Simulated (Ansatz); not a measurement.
# Se on Cr(100): change of the work function, part 3 of 5

Aim: the work function of Cr(100) at several coverages of Se (hollow site), and the dipole that each adsorbate carries.

Ansatz 0.2.0; plane-wave DFT, PBE, Ansatz PAW (the session's first sound run).

So far, work function, upper face (eV): step 2 (the clean slab) 3.70.

**3. Adsorbate added, k-mesh 5×5×1, coverage 0.25 ML (continued)**

ELF in the ca plane at fractional y = 0.250, with atoms of Cr and Se within 0.2 Å of it. It is the smooth field of the valence electrons, not physical close to the nuclei.

Ten even steps from '0' (0.00) to '9' (0.93), each cell a mean:
```
23334443224444432244432233221000000000000000
33445422222344222223443211000000000000000000
33455326874143268742454210000000000000000000
34555227995132279951354210000000000000000000
33455326873243268732454210000000000000000000
33445422222344222223443211000000000000000000
23334443224444432244432333321000000000000000
23333454334444443454334566653100000000000000
23344432112444321233346788875310000000000000
33455424552244245522357778887520000000000000
34555227994133279941267425898531000000000000
34555227994133279941267425898531000000000000
33455424552244245522357778887520000000000000
23344432112444321123346788875310000000000000
23333454345444443454334567653100000000000000
```
Columns run along c (16.0 Å, from fractional 0.29 to 0.92 of the cell), rows up along a (5.8 Å). Atoms in or near the plane, at fractional coordinates: Cr at (0.41, 0.25), Cr at (0.52, 0.25), Cr at (0.41, 0.75), Cr at (0.52, 0.75), Se at (0.63, 0.25).

The relaxation took 4 steps and lowered the energy by 0.26 eV; the largest force on the free atoms ends at 0.014 eV/Å.

By hand: a sheet of dipoles makes a step −p/(ε₀A) in the electron's potential. With e/ε₀ = 180.95 V·Å, p = -0.1080 e·Å and A = 33.18 Å², that is −180.95 × (-0.1080) / 33.18 = +0.589 eV, and the two vacuum levels of the run differ by +0.589 eV.

The covered face has 4.29 eV, +0.60 eV against the clean one; the bare back face has moved by +0.01 eV, a measure of how thin the slab is.

**4. The covered slab, k-mesh 5×5×1, coverage 0.5 ML**

System of this step: Se/Cr(100). The cell holds 22 atoms: 20 Cr and 2 Se. Cell: a = 5.760 Å, b = 5.760 Å, c = 25.501 Å, α = 90.0°, β = 90.0°, γ = 90.0°. Vacuum lies along c.

Another coverage, to see how the dipoles act on each other as their distance changes.

File input.yaml:

```yaml
crystal:
  lattice:
    - [5.76, 0.0, 0.0]
    - [0.0, 5.76, 0.0]
    - [0.0, 0.0, 25.5012778752]
  atoms:
    - { symbol: Cr, position: [0.0, 0.0, 0.3529234905], spin: 2.6 }
    - { symbol: Cr, position: [0.25, 0.25, 0.409391249], spin: -1.53 }
    - { symbol: Cr, position: [0.0, 0.0, 0.4656072306], spin: 1.28 }
    - { symbol: Cr, position: [0.25, 0.25, 0.5236747267], spin: -1.43 }
    - { symbol: Cr, position: [0.0, 0.0, 0.5763994989], spin: 2.38 }
    - { symbol: Cr, position: [0.0, 0.5, 0.3529234905], spin: 2.6 }
    - { symbol: Cr, position: [0.25, 0.75, 0.409391249], spin: -1.53 }
    - { symbol: Cr, position: [0.0, 0.5, 0.4656072306], spin: 1.28 }
    - { symbol: Cr, position: [0.25, 0.75, 0.5236747267], spin: -1.43 }
    - { symbol: Cr, position: [0.0, 0.5, 0.5763994989], spin: 2.38 }
    - { symbol: Cr, position: [0.5, 0.0, 0.3529234905], spin: 2.6 }
    - { symbol: Cr, position: [0.75, 0.25, 0.409391249], spin: -1.53 }
    - { symbol: Cr, position: [0.5, 0.0, 0.4656072306], spin: 1.28 }
    - { symbol: Cr, position: [0.75, 0.25, 0.5236747267], spin: -1.43 }
    - { symbol: Cr, position: [0.5, 0.0, 0.5763994989], spin: 2.38 }
    - { symbol: Cr, position: [0.5, 0.5, 0.3529234905], spin: 2.6 }
    - { symbol: Cr, position: [0.75, 0.75, 0.409391249], spin: -1.53 }
    - { symbol: Cr, position: [0.5, 0.5, 0.4656072306], spin: 1.28 }
    - { symbol: Cr, position: [0.75, 0.75, 0.5236747267], spin: -1.43 }
    - { symbol: Cr, position: [0.5, 0.5, 0.5763994989], spin: 2.38 }
    - { symbol: Se, position: [0.25, 0.25, 0.6470765095] }
    - { symbol: Se, position: [0.75, 0.75, 0.6470765095] }
magnetization:
  spin_polarized: true
kpoints:
  mp_grid: { grid: [5, 5, 1] }
hamiltonian:
  xc: pbe
scf:
  occupations: { method: fermi_dirac, width: 0.1 }
  convergence: { dr2_threshold: 1.0e-08 }
efield:
  axis: 3
  dipole_correction: true
  ramp_position: 0.97
  ramp_width: 0.06
relax:
  f_tol: 0.02
  max_steps: 60
  constraints: [{ sites: [0, 1, 5, 6, 10, 11, 15, 16] }]
output:
  bader: true
  dos: { projected: true, e_range: [-8, 4] }
  write_potential: true
  write_density: true
  volumetric_format: npy
```

Command:

```sh
$ ansatz run input.yaml --threads 4 --pin off --max-ram 12288MiB --backend cpu --events-out ev --progress --plain --runs-dir out
```

Numbers of over 12 decimals in the logs are rounded to 6 here.

The program printed:

```text
[...]
Crystal: 22 atoms, lattice volume = 846.071 Å³
Basis set: ecut = 420 eV, 16641 PW (Γ), exchange–correlation on 80×80×360 points (8 copies of the dense FFT grid, shifted against one another)
Bands: 210, of which v1, the nominal top of the filled ones, is band 156 counted from 1 (155 counted from 0)
Symmetry: 16 space group operations
k-points: 6 of 25
[...]
Starting moments: Σ|m| = 36.88 μB on 20 of 22 sites
[...]
SCF iter   1: F=—  HF=-78524.664574 eV  |F-HF|=—  |Δ(HF+E_count)|=         —  Δρ=5.87e-2 (↑5.87e-2 ↓5.42e-2)  dr2=1.25e2  dr2_m=1.09e0  M=11.993 μB ∫|m|=29.329 μB  β_m=1.00  ethr=3.10e-3  p=-0.000 e·Å  D=-5.88e-7 V/Å  ΔV_dip=0.00 eV  dr2_dipole=2.71e0  V_vac-E_F(+/−)=6.40/6.40 eV  ⟨swp⟩=9.0  Hψ=11952  notcnv=0
[...]
SCF iter  18: F=-78485.683166 eV  HF=-78485.683166 eV  |F-HF|=6.72e-9  |Δ(HF+E_count)|=   6.13e-9  Δρ=4.23e-7 (↑3.62e-7 ↓4.23e-7)  dr2=7.90e-9  dr2_m=1.04e-10  M=14.475 μB ∫|m|=38.984 μB  ethr=1.00e-12  p=-0.254 e·Å  D=-5.43e-2 V/Å  ΔV_dip=1.38 eV  dr2_dipole=7.30e-10  V_vac-E_F(+/−)=5.08/3.70 eV  ⟨swp⟩=9.4  Hψ=14348  notcnv=0
SCF 1 converged in 18 iterations: F = -78485.683166 eV  dr2 = 7.90e-9
[...]
relax step   1: F+E_penalty+E_count = -78485.68316645 eV  Δ(F+E_penalty+E_count) = +0.000e0 eV  max|allowed force component| = 2.098e0 eV/Å  Δτ_max = 0.0000 Å  (18 SCF iters, accepted)
[...]
SCF iter  12: F=-78486.356320 eV  HF=-78486.356320 eV  |F-HF|=1.14e-9  |Δ(HF+E_count)|=  5.53e-10  Δρ=1.95e-7 (↑1.95e-7 ↓1.40e-7)  dr2=8.28e-10  dr2_m=1.04e-10  M=14.650 μB ∫|m|=39.351 μB  ethr=1.00e-12  p=-0.183 e·Å  D=-3.92e-2 V/Å  ΔV_dip=1.00 eV  dr2_dipole=1.27e-16  V_vac-E_F(+/−)=4.70/3.70 eV  ⟨swp⟩=8.0  Hψ=14283  notcnv=0
SCF 2 converged in 12 iterations: F = -78486.356320 eV  dr2 = 8.28e-10
relax step   2: F+E_penalty+E_count = -78486.35631991 eV  Δ(F+E_penalty+E_count) = -6.732e-1 eV  max|allowed force component| = 7.599e-1 eV/Å  Δτ_max = 0.1900 Å  (12 SCF iters, accepted)
SCF iter   1: F=—  HF=-78486.501035 eV  |F-HF|=—  |Δ(HF+E_count)|=         —  Δρ=5.08e-3 (↑5.08e-3 ↓4.06e-3)  dr2=5.04e-1  dr2_m=1.16e-1  M=14.359 μB ∫|m|=38.235 μB  β_m=1.00  ethr=1.84e-3  p=-0.183 e·Å  D=-3.92e-2 V/Å  ΔV_dip=1.00 eV  dr2_dipole=1.48e-1  V_vac-E_F(+/−)=4.67/3.67 eV  ⟨swp⟩=3.6  Hψ=5660  notcnv=0  defer=14
[...]
SCF iter  14: F=-78486.465116 eV  HF=-78486.465116 eV  |F-HF|=2.63e-9  |Δ(HF+E_count)|=   4.31e-9  Δρ=3.84e-7 (↑3.84e-7 ↓2.51e-7)  dr2=3.60e-9  dr2_m=9.60e-11  M=14.317 μB ∫|m|=37.830 μB  ethr=1.00e-12  p=-0.154 e·Å  D=-3.29e-2 V/Å  ΔV_dip=0.84 eV  dr2_dipole=6.23e-13  V_vac-E_F(+/−)=4.55/3.71 eV  ⟨swp⟩=8.0  Hψ=14627  notcnv=0
SCF 3 converged in 14 iterations: F = -78486.465116 eV  dr2 = 3.60e-9
relax step   3: F+E_penalty+E_count = -78486.46511638 eV  Δ(F+E_penalty+E_count) = -1.088e-1 eV  max|allowed force component| = 4.807e-2 eV/Å  Δτ_max = 0.1548 Å  (14 SCF iters, accepted)
SCF iter   1: F=—  HF=-78486.466200 eV  |F-HF|=—  |Δ(HF+E_count)|=         —  Δρ=2.98e-4 (↑2.98e-4 ↓2.85e-4)  dr2=1.04e-3  dr2_m=3.95e-4  M=14.303 μB ∫|m|=37.845 μB  β_m=1.00  ethr=3.41e-6  p=-0.154 e·Å  D=-3.29e-2 V/Å  ΔV_dip=0.84 eV  dr2_dipole=1.97e-4  V_vac-E_F(+/−)=4.54/3.71 eV  ⟨swp⟩=2.2  Hψ=4358  notcnv=0  defer=12
[...]
SCF iter  11: F=-78486.465673 eV  HF=-78486.465673 eV  |F-HF|=3.49e-10  |Δ(HF+E_count)|=   2.23e-9  Δρ=8.54e-8 (↑8.54e-8 ↓6.63e-8)  dr2=2.17e-10  dr2_m=1.94e-11  M=14.298 μB ∫|m|=37.848 μB  ethr=1.00e-12  p=-0.152 e·Å  D=-3.25e-2 V/Å  ΔV_dip=0.83 eV  dr2_dipole=4.30e-11  V_vac-E_F(+/−)=4.54/3.71 eV  ⟨swp⟩=7.2  Hψ=13123  notcnv=0
SCF 4 converged in 11 iterations: F = -78486.465673 eV  dr2 = 2.17e-10
relax step   4: F+E_penalty+E_count = -78486.46567340 eV  Δ(F+E_penalty+E_count) = -5.570e-4 eV  max|allowed force component| = 1.076e-2 eV/Å  Δτ_max = 0.0045 Å  (11 SCF iters, accepted)
[...]
SCF converged after 11 iterations
Magnetization: 14.2977 μB (163.1489 up, 148.8511 down)
Absolute magnetization: 37.8470 μB (∫|ρ↑−ρ↓|, with the PAW one-centre terms)
[...]
Per-site moments (μB) at R_I (Å): [(2.599529, 1.028838), (-1.509992, 1.027784), (1.217368, 1.027784), (-1.070853, 1.010379), (1.890643, 1.010379), (2.599529, 1.028838), (-1.513531, 1.027784), (1.217368, 1.027784), (-1.272402, 1.011373), (1.890643, 1.010379), (2.599529, 1.028838), (-1.513531, 1.027784), (1.217368, 1.027784), (-1.272402, 1.011373), (1.890643, 1.010379), (2.599529, 1.028838), (-1.509992, 1.027784), (1.217368, 1.027784), (-1.070853, 1.010379), (1.890643, 1.010379), (-0.010631, 1.034225), (-0.010631, 1.034225)]
Free energy (F): -78486.465673 eV
[...]
Internal energy: -78486.007950 eV  (E = F + TS)
E sigma→0 (E₀):  -78486.236812 eV
Entropy (-TS):   -0.457723 eV (-20.806 meV/atom)
Fermi energy:    3.146651 eV
Dipole field:    D = -0.032471 V/Å  (p = -0.151822 e·Å, saw-weighted, corrected)
Work function:   Φ+ = 4.5350 eV   Φ− = 3.7069 eV
[...]
--- Forces (eV/Å), atoms counted from 1 ---
  atom   1  Cr     0.00000000     0.00000000     0.42290021
  atom   2  Cr    -0.00000000    -0.00000000    -0.37076447
  atom   3  Cr     0.00000000    -0.00000000    -0.00223352
  atom   4  Cr     0.00000000    -0.00000000     0.00473506
  atom   5  Cr     0.00000000     0.00000000    -0.00381955
  atom   6  Cr     0.00000000    -0.00000000     0.42290021
  atom   7  Cr    -0.00000000     0.00000000    -0.47279771
  atom   8  Cr    -0.00000000     0.00000000    -0.00223352
  atom   9  Cr     0.00000000     0.00000000     0.01075621
  atom  10  Cr    -0.00000000     0.00000000    -0.00381955
  atom  11  Cr     0.00000000     0.00000000     0.42290021
  atom  12  Cr    -0.00000000     0.00000000    -0.47279771
  atom  13  Cr    -0.00000000     0.00000000    -0.00223352
  atom  14  Cr     0.00000000     0.00000000     0.01075621
  atom  15  Cr    -0.00000000     0.00000000    -0.00381955
  atom  16  Cr     0.00000000     0.00000000     0.42290021
  atom  17  Cr    -0.00000000    -0.00000000    -0.37076447
  atom  18  Cr     0.00000000     0.00000000    -0.00223352
  atom  19  Cr     0.00000000    -0.00000000     0.00473506
  atom  20  Cr     0.00000000     0.00000000    -0.00381955
  atom  21  Se    -0.00000000     0.00000000    -0.00563384
  atom  22  Se    -0.00000000     0.00000000    -0.00563384
  max |Σ_I F_I| component: 2.09e-5 eV/Å
--- Band table (eV; the first three rows and the last of 12) ---
  k-point 0 ↑: bands = [... 152 lower, 2.6481, 2.6481, 2.7235, 2.8539, 2.9048, 2.9399, 2.9856, 3.0149, ... 50 higher]
  k-point 1 ↑: bands = [... 152 lower, 2.5205, 2.5434, 2.6605, 2.7150, 2.7884, 2.8276, 2.9328, 2.9795, ... 50 higher]
  k-point 2 ↑: bands = [... 152 lower, 2.3252, 2.4245, 2.5026, 2.5402, 2.6606, 2.7781, 2.8055, 2.9002, ... 50 higher]
  k-point 5 ↓: bands = [... 152 lower, 3.8709, 3.9160, 3.9708, 4.0765, 4.0828, 4.1327, 4.1510, 4.2133, ... 50 higher]
--- Relaxed structure (4 steps of the walk, 4 accepted, 0 SCFs on fresh bases) ---
  F+E_penalty+E_count = -78486.46567340 eV   max|allowed force component| = 1.076e-2 eV/Å
  atoms:
    - { symbol: Cr, position: [0.0, 0.0, 0.352923] }
    - { symbol: Cr, position: [0.250000, 0.250000, 0.409391249] }
    - { symbol: Cr, position: [0, 0, 0.465685] }
    - { symbol: Cr, position: [0.250000, 0.250000, 0.522724] }
    - { symbol: Cr, position: [-2.6183590762630336e-19, 0, 0.576095] }
    - { symbol: Cr, position: [0.0, 0.500000, 0.352923] }
    - { symbol: Cr, position: [0.250000, 0.75, 0.409391249] }
    - { symbol: Cr, position: [0, 0.500000, 0.465685] }
    - { symbol: Cr, position: [0.250000, 0.75, 0.522554] }
    - { symbol: Cr, position: [-2.6183590762630235e-19, 0.500000, 0.576095] }
    - { symbol: Cr, position: [0.500000, 0.0, 0.352923] }
    - { symbol: Cr, position: [0.75, 0.250000, 0.409391249] }
    - { symbol: Cr, position: [0.500000, 0, 0.465685] }
    - { symbol: Cr, position: [0.75, 0.250000, 0.522554] }
    - { symbol: Cr, position: [0.500000, 0, 0.576095] }
    - { symbol: Cr, position: [0.500000, 0.500000, 0.352923] }
    - { symbol: Cr, position: [0.75, 0.75, 0.409391249] }
    - { symbol: Cr, position: [0.500000, 0.500000, 0.465685] }
    - { symbol: Cr, position: [0.75, 0.75, 0.522724] }
    - { symbol: Cr, position: [0.500000, 0.500000, 0.576095] }
    - { symbol: Se, position: [0.250000, 0.250000, 0.633445] }
    - { symbol: Se, position: [0.75, 0.75, 0.633445] }
--- Bader charges: 22 sites ---
  site symbol  charge [e]  shift [e]    m [muB]
     0     Cr      0.0527     0.0002     3.0362
     1     Cr     -0.0610     0.0002    -1.6328
     2     Cr      0.0366     0.0000     1.2890
     3     Cr      0.0308     0.0002    -1.1336
     4     Cr      0.3617     0.0003     2.0703
     5     Cr      0.0527     0.0002     3.0362
     6     Cr     -0.0631     0.0002    -1.6318
     7     Cr      0.0366     0.0000     1.2890
     8     Cr     -0.0092     0.0002    -1.3795
     9     Cr      0.3617     0.0003     2.0703
    10     Cr      0.0527     0.0002     3.0362
    11     Cr     -0.0631     0.0002    -1.6318
    12     Cr      0.0366     0.0000     1.2890
    13     Cr     -0.0093     0.0002    -1.3795
    14     Cr      0.3617     0.0003     2.0703
    15     Cr      0.0527     0.0002     3.0362
    16     Cr     -0.0610     0.0002    -1.6328
    17     Cr      0.0366     0.0000     1.2890
    18     Cr      0.0309     0.0002    -1.1336
    19     Cr      0.3617     0.0003     2.0703
    20     Se     -0.7996     0.0006     0.1355
    21     Se     -0.7996     0.0006     0.1355
  estimated error of the sums over rays = 7.4e-4 e
```

The job ended after 11 min (4 threads of Arm Neoverse V1, shared host; peak memory 4.6 GiB).

Step by step:

```csv
step,energy less that of the first step (eV),largest force component (eV/Å)
1,0.0000,2.0978
2,-0.6732,0.7599
3,-0.7820,0.0481
4,-0.7825,0.0108
```

The run keeps the 16 symmetry operations that it works with, so distortions that break them were not tested.

The atoms that moved most (Å):

```csv
atom,dx,dy,dz,length
Se21,0.000,0.000,-0.348,0.348
Se22,0.000,0.000,-0.348,0.348
Cr14,0.000,0.000,-0.029,0.029
Cr9,0.000,0.000,-0.029,0.029
Cr4,0.000,0.000,-0.024,0.024
Cr19,0.000,0.000,-0.024,0.024
Cr10,0.000,0.000,-0.008,0.008
Cr5,0.000,0.000,-0.008,0.008
```

Final coordinates:

```cif
data_structure
_symmetry_space_group_name_H-M 'P 1'
_symmetry_Int_Tables_number 1
_cell_length_a 5.7600
_cell_length_b 5.7600
_cell_length_c 25.5013
_cell_angle_alpha 90.000
_cell_angle_beta 90.000
_cell_angle_gamma 90.000
_cell_volume 846.07
loop_
_atom_site_label
_atom_site_type_symbol
_atom_site_fract_x
_atom_site_fract_y
_atom_site_fract_z
_atom_site_occupancy
Cr1 Cr 0.00000 0.00000 0.35292 1
Cr2 Cr 0.25000 0.25000 0.40939 1
Cr3 Cr 0.00000 0.00000 0.46569 1
Cr4 Cr 0.25000 0.25000 0.52272 1
Cr5 Cr 0.00000 0.00000 0.57610 1
Cr6 Cr 0.00000 0.50000 0.35292 1
Cr7 Cr 0.25000 0.75000 0.40939 1
Cr8 Cr 0.00000 0.50000 0.46569 1
Cr9 Cr 0.25000 0.75000 0.52255 1
Cr10 Cr 0.00000 0.50000 0.57610 1
Cr11 Cr 0.50000 0.00000 0.35292 1
Cr12 Cr 0.75000 0.25000 0.40939 1
Cr13 Cr 0.50000 0.00000 0.46569 1
Cr14 Cr 0.75000 0.25000 0.52255 1
Cr15 Cr 0.50000 0.00000 0.57610 1
Cr16 Cr 0.50000 0.50000 0.35292 1
Cr17 Cr 0.75000 0.75000 0.40939 1
Cr18 Cr 0.50000 0.50000 0.46569 1
Cr19 Cr 0.75000 0.75000 0.52272 1
Cr20 Cr 0.50000 0.50000 0.57610 1
Se21 Se 0.25000 0.25000 0.63345 1
Se22 Se 0.75000 0.75000 0.63345 1
```

Numbers from this step:

```yaml
energy_at_zero_smearing: -78486.2368 eV
total_moment: 14.30 μB
work_function_upper_face: 4.535 eV
work_function_lower_face: 3.707 eV
dipole_along_the_normal: -0.1518 e·Å
step_between_the_vacuum_levels: 0.8280 eV
```

The density of states has structure finer than the step of the table below, so its rows give means over 0.25 eV, whole bins alone (the curve runs from -8 to 1.98 eV). Peaks (eV: height): total -2.140: 86.9, -2.080: 62.7, 1.140: 82.3, 1.260: 87.3, 1.350: 82.4, 1.440: 91.0, 1.680: 60.6; up -2.140: 56.1, -2.020: 51.3, -1.890: 42.8, 0.750: 31.1, 1.140: 35.6, 1.440: 59.4, 1.680: 43.7; down -2.080: 40.5, 1.020: 36.1, 1.140: 46.7, 1.260: 61.0, 1.350: 56.5, 1.440: 31.7, 1.710: 33.0.

Table of density of states by energy, zero at the Fermi level; means over each step; values in states/eV a cell:

```csv
energy (eV),total,up,down
-7.50,0,0,0
-7.25,0.0106,0.00983,7.6e-4
-7.00,1.06,0.587,0.478
-6.75,1.31,0.653,0.653
-6.50,1.66,0.932,0.728
-6.25,2.23,1.04,1.19
-6.00,1.02,0.499,0.518
-5.75,1.48,1.21,0.273
-5.50,4.95,2.30,2.65
-5.25,5.37,4.20,1.16
-5.00,6.99,4.30,2.68
-4.75,8.76,4.45,4.31
-4.50,8.41,3.31,5.10
-4.25,11.6,6.87,4.78
-4.00,20.1,10.5,9.62
-3.75,21.3,9.89,11.5
-3.50,21.1,12.0,9.15
-3.25,25.9,12.7,13.1
-3.00,19.0,10.8,8.22
-2.75,22.7,8.12,14.6
-2.50,27.4,15.3,12.1
-2.25,34.7,18.2,16.5
-2.00,49.4,30.9,18.5
-1.75,32.9,19.6,13.3
-1.50,32.6,15.9,16.7
-1.25,35.5,18.5,17.1
-1.00,36.1,20.6,15.5
-0.75,31.3,17.5,13.8
-0.50,19.3,13.8,5.48
-0.25,17.9,12.5,5.47
0.00,13.0,9.45,3.53
0.25,12.6,6.09,6.54
0.50,20.3,8.73,11.5
0.75,31.5,14.8,16.7
1.00,49.3,20.4,29.0
1.25,60.0,25.7,34.2
1.50,41.1,22.1,19.0
1.75,38.3,17.6,20.8
```

Projected DOS per atom over height of the atomic layer and energy from the Fermi level. Layers: Cr4 Cr4 Cr4 Cr4 Cr4 Se2 from below.

Ten even steps from '0' (0.00 states/eV) to '9' (3.52 states/eV), each cell a mean:
```
454540
689850
445550
311130
211120
322130
643350
544440
555641
444541
342210
234212
123224
011115
000114
000012
000001
000000
000000
000000
000000
000000
```
Columns: height of the atomic layer (Å) from 9 to 16.2; rows upwards: energy from the Fermi level (eV) from -7.96 to 1.95.

Projected DOS per atom, spin up over height of the atomic layer and energy from the Fermi level. Layers: Cr4 Cr4 Cr4 Cr4 Cr4 Se2 from below.

Values in states/eV, 22 rows by 6 columns, each cell a mean:
```
0.35 1.27 0.43 1.43 0.50 0.22
0.42 1.70 1.53 1.79 0.67 0.17
0.34 0.96 0.70 1.16 0.81 0.20
0.70 0.56 0.25 0.33 0.22 0.08
0.73 0.29 0.27 0.22 0.60 0.25
0.95 0.28 0.72 0.28 1.00 0.26
1.88 0.44 0.74 0.45 1.33 0.18
1.32 0.45 0.91 0.46 0.92 0.13
1.57 0.64 1.36 0.89 1.10 0.27
1.24 0.62 1.08 0.78 1.31 0.31
0.76 0.45 0.52 0.34 0.45 0.09
0.84 0.58 0.82 0.40 0.36 0.14
0.30 0.38 0.78 0.44 0.54 0.77
0.21 0.22 0.40 0.30 0.39 1.01
0.09 0.10 0.14 0.15 0.26 0.68
0.07 0.11 0.09 0.13 0.30 0.74
0.06 0.08 0.08 0.11 0.13 0.27
0.01 0.03 0.03 0.03 0.02 0.03
0.02 0.06 0.08 0.06 0.02 0.03
0.01 0.04 0.05 0.04 0.01 0.02
0.00 0.00 0.00 0.00 0.00 0.00
0.00 0.00 0.00 0.00 0.00 0.00
```
Columns: height of the atomic layer (Å) from 9 to 16.2; rows upwards: energy from the Fermi level (eV) from -7.96 to 1.95.

Projected DOS per atom, spin down over height of the atomic layer and energy from the Fermi level. Layers: Cr4 Cr4 Cr4 Cr4 Cr4 Se2 from below.

Ten even steps from '0' (0.00 states/eV) to '9' (1.99 states/eV), each cell a mean:
```
635250
869560
727340
201141
000020
121110
252420
263520
162721
052611
262300
032314
022214
011114
000114
000001
000000
000000
000000
000000
000000
000000
```
Columns: height of the atomic layer (Å) from 9 to 16.2; rows upwards: energy from the Fermi level (eV) from -7.96 to 1.95.

Site moment by atom:

```csv
atom,site moment (μB)
Cr1,2.60
Cr2,-1.51
Cr3,1.22
Cr4,-1.07
Cr5,1.89
Cr6,2.60
Cr7,-1.51
Cr8,1.22
Cr9,-1.27
Cr10,1.89
Cr11,2.60
Cr12,-1.51
Cr13,1.22
Cr14,-1.27
Cr15,1.89
Cr16,2.60
Cr17,-1.51
Cr18,1.22
Cr19,-1.07
Cr20,1.89
Se21,-0.01
Se22,-0.01
```

The relaxation took 4 steps and lowered the energy by 0.78 eV; the largest force on the free atoms ends at 0.011 eV/Å.

The covered face has 4.53 eV, +0.84 eV against the clean one; the bare back face has moved by +0.02 eV, a measure of how thin the slab is.

(Part 3 of 5 ends here.)

[Logs are printed without paths, hosts, clocks, repeated set-up lines and the standing remarks that a program may print on its own settings, such as how far it seeks lower states.]

[Hosts, paths, dates, database ids (printed as entryN), source tags and the programs' standing remarks are cut or masked in the printed files.]

[Maps of the electrostatic potential energy from Ansatz leave out the sawtooth potential of an applied field or a dipole correction, so their vacuum need not be flat; planar profiles and work functions include it.]
